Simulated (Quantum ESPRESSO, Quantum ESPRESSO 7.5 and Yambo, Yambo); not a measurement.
# SrCl2 (Fm-3m): G0W0 with and without spin-orbit coupling

Wanted: the effect of spin-orbit coupling on the quasiparticle gap of SrCl2 (Fm-3m).

Program: Quantum ESPRESSO 7.5 and Yambo 5.3.0. Level of theory: PBE and many-body steps on it, plane waves. Results are calculated unless marked as measured.

### Step 1. The starting structure

Symmetry: Fm-3m, No. 225, cubic system. Conventional cell: a = 6.977 Å, b = 6.977 Å, c = 6.977 Å, α = 90.00°, β = 90.00°, γ = 90.00°. Nearest to Sr lie 8 Cl at 3.02 Å. Cl has 4 Sr at 3.02 Å nearest. Farther neighbours and most contacts between anions are not listed.

The cell and positions come from the Crystallography Open Database and are kept as given unless a step says otherwise.

### Step 2. Empty states on the mesh, 4×4×4 mesh, 79 bands

This step: Quantum ESPRESSO 7.5; DFT, PBE, plane waves, norm-conserving pseudopotentials.

The sums over transitions need many empty states on a uniform mesh; this step solves for them.

pw.in

```
&control
  calculation = 'nscf'
  prefix = 'x'
  outdir = 'o'
  pseudo_dir = 'pseudo'
/
&system
  ibrav = 0
  nat = 3
  ntyp = 2
  ecutwfc = 56.0
  nbnd = 79
  force_symmorphic = .true.
/
&electrons
  conv_thr = 1e-9
  electron_maxstep = 80
  diago_full_acc = .true.
  diago_thr_init = 5e-6
/
ATOMIC_SPECIES
  Sr 87.62 Sr.upf
  Cl 35.45 Cl.upf
CELL_PARAMETERS angstrom
  -0.0000000000 3.4883500000 3.4883500000
  3.4883500000 -0.0000000000 3.4883500000
  3.4883500000 3.4883500000 -0.0000000000
ATOMIC_POSITIONS crystal
  Sr 0.0000000000 0.0000000000 0.0000000000
  Cl 0.2500000000 0.2500000000 0.2500000000
  Cl 0.7500000000 0.7500000000 0.7500000000
K_POINTS automatic
  4 4 4 0 0 0
```

Launch:

```
$ OMP_NUM_THREADS=1 mpirun -n 4 pw.x -nk 4 -in pw.in > pw.out
```

The log of the run:

```text
Program PWSCF v.7.5 starts

     This program is part of the open-source Quantum ESPRESSO suite
     for quantum simulation of materials; please cite
         "P. Giannozzi et al., J. Phys.:Condens. Matter 21 395502 (2009);
         "P. Giannozzi et al., J. Phys.:Condens. Matter 29 465901 (2017);
         "P. Giannozzi et al., J. Chem. Phys. 152 154105 (2020);
     in publications or presentations arising from this work. More details at

     Atomic positions and unit cell read from directory:
     o/x.save/

     Message from routine setup:
[...]
36.7097  37.1754  38.0682  38.0682  38.7566  40.0198  40.0198  40.2168
    41.0927  41.2539  41.2539  41.4262  41.4262  43.6286  44.1796  45.7057
    46.6364  46.6364  47.1226  47.6983  47.6983  48.0526  48.0527

          k = 0.3536 0.0000 0.0000 (  4064 PWs)   bands (ev):

     [... further k-points ...]

     highest occupied, lowest unoccupied level (ev):     3.1445    8.4874

     XML data file, pseudopotentials, collected wavefunctions

=------------------------------------------------------------------------------=
   JOB DONE.
=------------------------------------------------------------------------------=
```

The job ended after 5.6 s (4 MPI ranks of Arm Neoverse V2, shared host; peak memory 0.32 GiB; 22 s of CPU time).

Numbers from this step:

- gap: 5.343 eV
- k of the valence top: 0, -0.5, -0.5
- k of the conduction bottom: 0, 0, 0
- least direct gap: 5.512 eV
- k points computed: 8
- lowest point of the top converged band, above the valence top: 43.90 eV

On this mesh the gap is 5.343 eV.

The density comes from a self-consistent run that is not shown.

### Step 3. Conversion and set-up

This step: Yambo 5.3.0; conversion and set-up on PBE, plane waves, norm-conserving pseudopotentials.

The states are converted to the many-body program's format and the q mesh is built.

Launch:

```
$ (cd o/x.save; p2y > p2y.log; mv SAVE ../..); yambo > setup.log
```

The log of the run:

```text
 Yambo, version 5.3.0

 [02] CORE Variables Setup
 =========================

  [02.01] Unit cells
  ==================

  Cell kind             :  FCC
  Atoms in the cell     :  Sr  Cl
  number of Sr atoms    :  1
  number of Cl atoms    :  2

  List of atomic masses
  Mass of Sr    :  87.62000
  Mass of Cl    :  35.45000

  List of atomic coordinates    : [cc]
  Sr1       :  0.000000  0.000000  0.000000  order 1
  Cl1       :  3.296013  3.296013  3.296013  order 2
  Cl2       :  9.888039  9.888039  9.888039  order 3

[...]
==========================================

 IBZ Q-points                                      :   8
 BZ  Q-points                                      :   64

 K/Q-points units:
 rlu = crystal or reduced units; cc = cartesian coordinates; iku = interal k-units

 Q [1]          [rlu]:  0.000000  0.000000  0.000000
 Q [2]          [rlu]: -0.24672E-16 -0.24672E-16  0.25000
 Q [3]          [rlu]:  0.49343E-16  0.49343E-16 -0.50000
[...]
Q [7]          [rlu]:  0.10960E-16 -0.50000     -0.50000
 Q [8]          [rlu]:  0.250000 -0.500000 -0.250000

  [03.01] X indexes
  =================

   [03.01.01] Sigma indexes
   ========================

 [06] Game Over & Game summary
```

Run time: 2.3 s. Hardware: 1 MPI rank; peak memory 0.25 GiB.

### Step 4. Scalar-relativistic

Now the one-shot GW correction: screening in the RPA, then the self-energy of the levels asked for.

This step: G0W0 on PBE, plane waves, norm-conserving pseudopotentials.

gw1.in

```
HF_and_locXC
gw0
dyson
ppa
em1d
rim_cut
RandQpts= 1000000
RandGvec= 1 RL
EXXRLvcs= 56 Ry
VXCRLvcs= 224 Ry
Chimod= "HARTREE"
% BndsRnXp
 1 | 79 |
%
NGsBlkXp= 6.5 Ry
% LongDrXp
 1 | 1 | 1 |
%
% GbndRnge
 1 | 79 |
%
DysSolver= "n"
ExtendOut
PPAPntXp= 27.21138 eV
% QPkrange
 7 | 7 | 11 | 14 |
 1 | 1 | 11 | 14 |
%
```

Launch:

```
$ OMP_NUM_THREADS=1 mpirun -n 4 yambo -F gw1.in -J gw1 -C gw1 > gw1.log
```

The log of the run:

```text
 Yambo, version 5.3.0

 [02] CORE Variables Setup
 =========================

  [... cell, symmetries and grids as in the set-up ...]

  [02.05] Energies & Occupations
  ==============================

  [X] === General ===
  [X] Electronic Temperature                        :  0.000000  0.000000 [eV K]
  [X] Bosonic    Temperature                        :  0.000000  0.000000 [eV K]
  [X] Finite Temperature mode                       : no
  [X] El. density                                   :  0.28270E+24 [cm-3]
  [X] Fermi Level                                   :  3.144460 [eV]

  [X] === Gaps and Widths ===
  [X] Conduction Band Min                           :  5.342898 [eV]
  [X] Valence Band Max                              :  0.000000 [eV]
  [X] Filled Bands                                  :  12
  [X] Empty Bands                                   :   13   79
  [X] Direct Gap                                    :  5.511898 [eV]
  [X] Direct Gap localized at k                     :   7
  [X] Indirect Gap                                  :  5.342898 [eV]
  [X] Indirect Gap between kpts                     :   7   1
  [X] Last valence band width                       :  1.042953 [eV]
  [X] 1st conduction band width                     :  1.387901 [eV]

 [03] Transferred momenta grid and indexing
 ==========================================

 IBZ Q-points                                      :   8
 BZ  Q-points                                      :   64

 K/Q-points units:
 rlu = crystal or reduced units; cc = cartesian coordinates; iku = interal k-units

 Q [1]          [rlu]:  0.000000  0.000000  0.000000
 Q [2]          [rlu]: -0.24672E-16 -0.24672E-16  0.25000
 Q [3]          [rlu]:  0.49343E-16  0.49343E-16 -0.50000
 Q [4]          [rlu]: -0.54799E-17  0.25000      0.25000
 Q [5]          [rlu]: -0.17850E-16  0.25000      0.50000
 Q [6]          [rlu]:  0.10758E-15  0.25000     -0.25000
 Q [7]          [rlu]:  0.10960E-16 -0.50000     -0.50000
 Q [8]          [rlu]:  0.250000 -0.500000 -0.250000

 [04] Coloumb potential Random Integration (RIM)
 ===============================================

  [04.01] RIM initialization
  ==========================

  * Diagonal components only detected *

  8 x (sBL volume)        :  0.054121 [a.u.]
  sBZ random points       :  1000000
  Points outside the sBZ  :   7996195
  RL volume               :  0.432965 [a.u.]
  Integrated volume       :  0.433171 [a.u.]

  [04.02] RIM integrals
  =====================

  Gamma point sphere radius             :  0.068613 [a.u.]
  Points outside the sphere             :   799659
  [Int_sBZ(q=0) 1/q^2]*(Vol_sBZ)^(-1/3) =:  7.764404
                                 should be <:  7.795600

  Summary of Coulomb integrals for non-metallic bands |Q|[au] RIM/Bare

  Q [1] 0.100000E-4 0.995998 * Q [2] 0.206363 1.065167
  Q [4] 0.238287 1.065194 * Q [6] 0.336989 1.026099
  Q [5] 0.395155 1.019892 * Q [3] 0.412726 1.016551
  Q [7] 0.476575 1.013307 * Q [8] 0.532827 1.010383

 [05] Dipoles
 ============

  [05.01] Setup: observables and procedures
  =========================================

  [WARNING] [x,Vnl] slows the Dipoles computation. To neglect it rename the ns.kb_pp file

 [06] Dynamic Dielectric Matrix (PPA)
 ====================================

 [WR./gw1//ndb.pp]---------------------------------------------------------------
  Brillouin Zone Q/K grids (IBZ/BZ)                :    8   64    8   64
  RL vectors                                       :   4957 [WF]
  Coulomb cutoff potential                         : none
  Electronic Temperature                           :  0.000000 [K]
  Bosonic    Temperature                           :  0.000000 [K]
  PPA    diel. fun.  energies                      : Perdew, Burke & Ernzerhof(X)+Perdew, Burke & Ernzerhof(C)
  wavefunctions                                    : Perdew, Burke & Ernzerhof(X)+Perdew, Burke & Ernzerhof(C)
  Global Gauge                                     : length
  X matrix size                                    :  169
  X band range                                     :    1   79
  X e/h energy range                               : -1.000000 -1.000000 [eV]
  X Time ordering                                  : R
  X Hxc Kernel                                     : HARTREE
  X Drude frequency                                :  0.000000  0.000000
  X poles                                          :  100.0000 [o/o]
  RL vectors in the sum                            :   4957
  [r,Vnl] included                                 : yes
  Field direction                                  :  0.577350E-5  0.577350E-5  0.577350E-5
  BZ energy Double Grid                            : no
  BZ energy DbGd points                            : 0
  BZ Q point size factor                           : -1.000000
  X Optical Averaged directions                    : none

 [07] Local Exchange-Correlation + Non-Local Fock
 ================================================

 [VXC] Plane waves :   32455
 [EXS] Plane waves :   4111

 QP @ state[ 1 ] K range:  1  1
 QP @ state[ 1 ] b range:  11  14
 QP @ state[ 2 ] K range:   7   7
 QP @ state[ 2 ] b range:  11  14

 [xc] Functional : Perdew, Burke & Ernzerhof(X)+Perdew, Burke & Ernzerhof(C)
 [xc] LIBXC used to calculate xc functional
  PP Number of Atomic Species                      :  2
  NLCC RL compoments                               :   32455
  PP Number of Atomic Species                      :  2
  NLCC RL compoments                               :   32455

 [xc] E_xc :  -10.28969 [Ha]
      E_xc :  -20.57939 [Ry]

  Local XC kind (lXC) : Perdew, Burke & Ernzerhof(X)+Perdew, Burke & Ernzerhof(C)
  Non-Local XC kind (nlXC) : Hartree-Fock

  Corrections @ K [1] :  [eV]
 <11|nlXC|11> = -18.76882  0.14785E-16 <11|lXC|11> = -14.46865 -0.56645E-15
 <12|nlXC|12> = -18.76880  0.48786E-17 <12|lXC|12> = -14.46865  0.18882E-15
 <13|nlXC|13> = -3.816029 -0.12528E-17 <13|lXC|13> = -7.728227  0.47204E-16
 <14|nlXC|14> = -4.806735 -0.53415E-18 <14|lXC|14> = -9.737016  0.37763E-15

  Corrections @ K [7] :  [eV]
 <11|nlXC|11> = -18.64190 -0.80243E-17 <11|lXC|11> = -14.38680 -0.94409E-16
 <12|nlXC|12> = -18.99105 -0.81551E-17 <12|lXC|12> = -14.80086  0.94408E-16
 <13|nlXC|13> = -4.159284 -0.48549E-18 <13|lXC|13> = -8.460180  0.16522E-15
 <14|nlXC|14> = -5.680430  0.81368E-18 <14|lXC|14> = -11.00883 -0.94411E-16

 [08] Dyson equation: Newton solver
 ==================================

  [08.01] G0W0 (W PPA)
  ====================

  [  GW  ] Bands range     :    1   79
  [GW/PPA] G damping       :  0.100000 [eV]

  QP @ state[ 1 ] K range:  1  1
  QP @ state[ 1 ] b range:  11  14
  QP @ state[ 2 ] K range:   7   7
  QP @ state[ 2 ] b range:  11  14

   Sc/G bands                                       :    1   79
   Sc/G damping                                     :  0.100000 ev
   Sc bands terminator                              : no
   Sx RL components                                 :   4111

   QP @ state[ 1 ] K range                          :  1  1
   QP @ state[ 1 ] b range                          :  11  14
   QP @ state[ 2 ] K range                          :   7   7
   QP @ state[ 2 ] b range                          :  11  14
   GF energies kind                                 : Perdew, Burke & Ernzerhof(X)+Perdew, Burke & Ernzerhof(C)
   GF WF`s kind                                     : Perdew, Burke & Ernzerhof(X)+Perdew, Burke & Ernzerhof(C)
   Xs energies kind                                 : Perdew, Burke & Ernzerhof(X)+Perdew, Burke & Ernzerhof(C)
   Xs WF`s kind                                     : Perdew, Burke & Ernzerhof(X)+Perdew, Burke & Ernzerhof(C)

 [11] Game Over & Game summary
```

Run time: 34 s. Hardware: 4 MPI ranks; peak memory 1.5 GiB; 2.2 min of CPU time.

This step gave:

* G0W0 gap on the points computed: 7.442 eV
* starting gap on the mesh: 5.343 eV
* k of the valence top: 0, -0.5, -0.5
* k of the conduction bottom: 0, 0, 0
* least direct G0W0 gap on the computed points: 7.840 eV
* Z at the valence top: 0.8164
* Z at the conduction bottom: 0.8665

The gap on the mesh goes from 5.34 eV to 7.44 eV, a correction of +2.10 eV.

### Step 5. Empty states on the mesh, 4×4×4 mesh, 158 bands

This step: Quantum ESPRESSO 7.5; DFT, PBE with spin-orbit coupling, plane waves, norm-conserving pseudopotentials.

Changes to pw.in since step 2:

```diff
@@ -11,4 +11,6 @@
   ecutwfc = 56.0
-  nbnd = 79
+  nbnd = 158
   force_symmorphic = .true.
+  noncolin = .true.
+  lspinorb = .true.
 /
```

Launch:

```
$ OMP_NUM_THREADS=1 mpirun -n 4 pw.x -nk 4 -in pw.in > pw.out
```

The log of the run:

```text
[banner, memory and clock lines left out]
Program PWSCF v.7.5 starts

     Atomic positions and unit cell read from directory:
     o/x.save/

     Message from routine setup:
     using ibrav=0 with symmetry is DISCOURAGED, use correct ibrav instead

     G-vector sticks info

     bravais-lattice index     =            0
     lattice parameter (alat)  =       9.3225  a.u.
     unit-cell volume          =     572.9105 (a.u.)^3
     number of atoms/cell      =            3
     number of atomic types    =            2
     number of electrons       =        24.00
[...]
[... 8 further rows ...]
[...]
47.1175  47.1175  47.1688  47.1688  48.4000  48.4002

          k =-0.3536-0.3536 0.3536 (  4044 PWs)   bands (ev):

[...]
24.8535  24.8535  24.9499  24.9499  25.3910  25.3910  27.9045  27.9045
     [... 8 further rows ...]
    46.6304  46.6304  46.6419  46.6419  47.1232  47.1232  47.6944  47.6944
    47.7043  47.7043  48.0504  48.0504  48.0565  48.0565

          k = 0.3536 0.0000 0.0000 (  4064 PWs)   bands (ev):

     [... further k-points ...]

     highest occupied, lowest unoccupied level (ev):     3.1479    8.4902

     XML data file, pseudopotentials, collected wavefunctions
```

The job ended after 28 s (4 MPI ranks; peak memory 0.67 GiB; 1.9 min of CPU time).

This step gave:

- gap: 5.342 eV
- k of the valence top: 0, -0.5, -0.5
- k of the conduction bottom: 0, 0, 0
- least direct gap: 5.510 eV
- k points computed: 8
- lowest point of the top converged band, above the valence top: 43.90 eV

On this mesh the gap is 5.342 eV.

The density comes from a self-consistent run that is not shown, made with spin-orbit coupling and fully relativistic files.

(Continued in part 2 of 2.)

[Paths, hosts, dates, memory and timing lines, banners, echoed tables and standing remarks are left out of the program output.]

[Logs are printed without paths, hosts, clocks, repeated set-up lines and the standing remarks that a program may print on its own settings, such as how far it seeks lower states.]

[Runs of the session that timed out or met a known fault of the program may be left out.]

[Hosts, paths, dates, database ids (printed as entryN), source tags and the programs' standing remarks are cut or masked in the printed files.]
